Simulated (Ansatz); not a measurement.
# Surface energy of Mo(110) slab (24 atoms)

What is the surface energy of this cell, counted against the bulk crystal, and how far does it hang on functional and mesh?

Calculated with Ansatz 0.2.0: Kohn-Sham DFT, PBE, PAW (set soft_2), plane waves; cutoff 420 eV, fermi-dirac smearing of 0.1 eV. Cutoffs: 420 eV for PBE and PBEsol; 500 eV for r2SCAN.

**The cells**

The cell holds 24 atoms: 24 Mo. Its edges and angles: a = 5.473 Å, b = 5.473 Å, c = 26.172 Å, α = 90.0°, β = 90.0°, γ = 109.5°. It derives from Mo. The starting structure: Slab of Mo cut on (1 1 0), 11.2 Å thick, 2 x 2 surface cells, both faces free, 15 Å of vacuum; not relaxed. Lattice constants are starting values near those of PBE. Vacuum lies along c.

The bulk reference is Mo2 in a cell of 2 atoms, 15.777 Å³ an atom.

The input of the single point on the relaxed cell:

```yaml
crystal:
  lattice:
    - [5.47328, 0.0, 0.0]
    - [-1.82443, 5.16026, 0.0]
    - [0.0, 0.0, 26.17229]
  atoms:
    - { symbol: Mo, position: [1.0, 1.0, 0.28993] }
    - { symbol: Mo, position: [0.25, 0.25, 0.37139] }
    - { symbol: Mo, position: [0.0, 0.0, 0.45712] }
    - { symbol: Mo, position: [0.25, 0.25, 0.54288] }
    [... 18 atom lines left out ...]
    - { symbol: Mo, position: [0.5, 0.5, 0.62861] }
    - { symbol: Mo, position: [0.75, 0.75, 0.71007] }
kpoints:
  mp_grid: { grid: [7, 7, 1] }
hamiltonian:
  xc: pbe
scf:
  occupations: { method: fermi_dirac, width: 0.1 }
output:
  forces: true
  populations: true
  dos:
    method: { smearing: { sigma: 0.08 } }
    de: 0.1
    projected: { site_lists: { Mo: [Mo] } }
  eigenvalues: true
  write_density: true
  write_potential: true
  volumetric_format: npy
```

| cell | formula | k-mesh | relaxation steps | gain on relaxing (eV) | free energy, PBE (eV) | time of its runs on this page |
| --- | --- | --- | --- | --- | --- | --- |
| Mo(110) slab | Mo24 | 7×7×1 (relaxed on 5×5×1) | 5 | 0.26 | -118934.837 | 48 s |
| bulk Mo | Mo2 | 17×17×17 | - | - | -9912.065 | 23 s |

**Surface energy**

The excess is the cell's free energy less 12 times that of the bulk cell. It is divided by twice the area, as the cell holds two faces, so the value is their mean, and they need not be alike (28.24 Å²), with 1 eV/Å² = 16.022 J/m².

| level | k-mesh | excess (eV) | surface energy (J/m²) | per area (meV/Å²) |
| --- | --- | --- | --- | --- |
| PBE | 7×7×1 | 9.945 | 2.821 | 176.1 |
| PBE, denser mesh | 9×9×1 | 9.887 | 2.804 | 175.0 |
| r2SCAN | 7×7×1 | 10.691 | 3.032 | 189.3 |
| PBEsol | 7×7×1 | 11.028 | 3.128 | 195.2 |

Worked for the first row at PBE: (-118934.837) − 12 × (-9912.065) = 9.945 eV (from unrounded energies).

Then 9.945 / (2 × 28.24) × 16.022 = 2.821 J/m².

**Findings**

At PBE the surface energy is 2.82 J/m². At the same geometries the levels give 2.82 (PBE) to 3.13 J/m² (PBEsol) and the denser mesh moves it by -0.02 J/m². Relaxing the atoms lowered it by 0.073 J/m² from the start (on the 5×5×1 mesh of the relaxation), and the farthest atom moved 0.09 Å.

Limits: The cell edges were held, so the lattice is the typed one for every functional. Cell and bulk are sampled on unlike meshes, and the error grows with the number of atoms subtracted. These are free energies under a smearing of 0.1 eV, whose entropy term isn't removed. In some runs the program notes that the exchange-correlation potential is rough where the density is thin. Further notices: bands taken in.

[Logs are printed without paths, hosts, clocks, repeated set-up lines and the standing remarks that a program may print on its own settings, such as how far it seeks lower states.]

[Hosts, paths, dates, database ids (printed as entryN), source tags and the programs' standing remarks are cut or masked in the printed files.]
